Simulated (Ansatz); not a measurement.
Rows from a G0W0 calculation on TiO2 (Anatase) (Ansatz 0.2.0; G0W0 on PBE (exact-exchange fraction 0.15), plane waves, PAW; 6×6×6 mesh, 284 empty bands, screening to 150 eV), in eV. Spin-orbit coupling is left out.

```csv
row,Σx,Σc,Vxc,Z
A,-25.89,4.23,-21.80,0.75
B,-12.65,-6.21,-19.57,0.77
C,-25.43,4.31,-21.22,0.74
D,-13.10,-6.94,-20.82,0.75
E,-13.52,-7.04,-21.35,0.74
```

Q: Which rows are filled states and which are empty ones, and how can one tell?

Filled: A and C. Empty: B, D and E. The sign of Σc tells: for a filled state bare exchange, which holds its interaction with itself, lies below Vxc (Σx − Vxc is -4.1 eV or lower here) and screening gives part back as a positive Σc. For an empty state Σx lies above Vxc (+6.9 eV or more) and the Coulomb hole leaves Σc negative.

[Paths, hosts, dates, memory and timing lines, banners, echoed tables and standing remarks are left out of the program output.]

[Logs are printed without paths, hosts, clocks, repeated set-up lines and the standing remarks that a program may print on its own settings, such as how far it seeks lower states.]

[Runs of the session that timed out or met a known fault of the program may be left out.]

[Cells called generated may have been cut or substituted from an entry of the Crystallography Open Database or the Materials Project.]

[Hosts, paths, dates, database ids (printed as entryN), source tags and the programs' standing remarks are cut or masked in the printed files.]
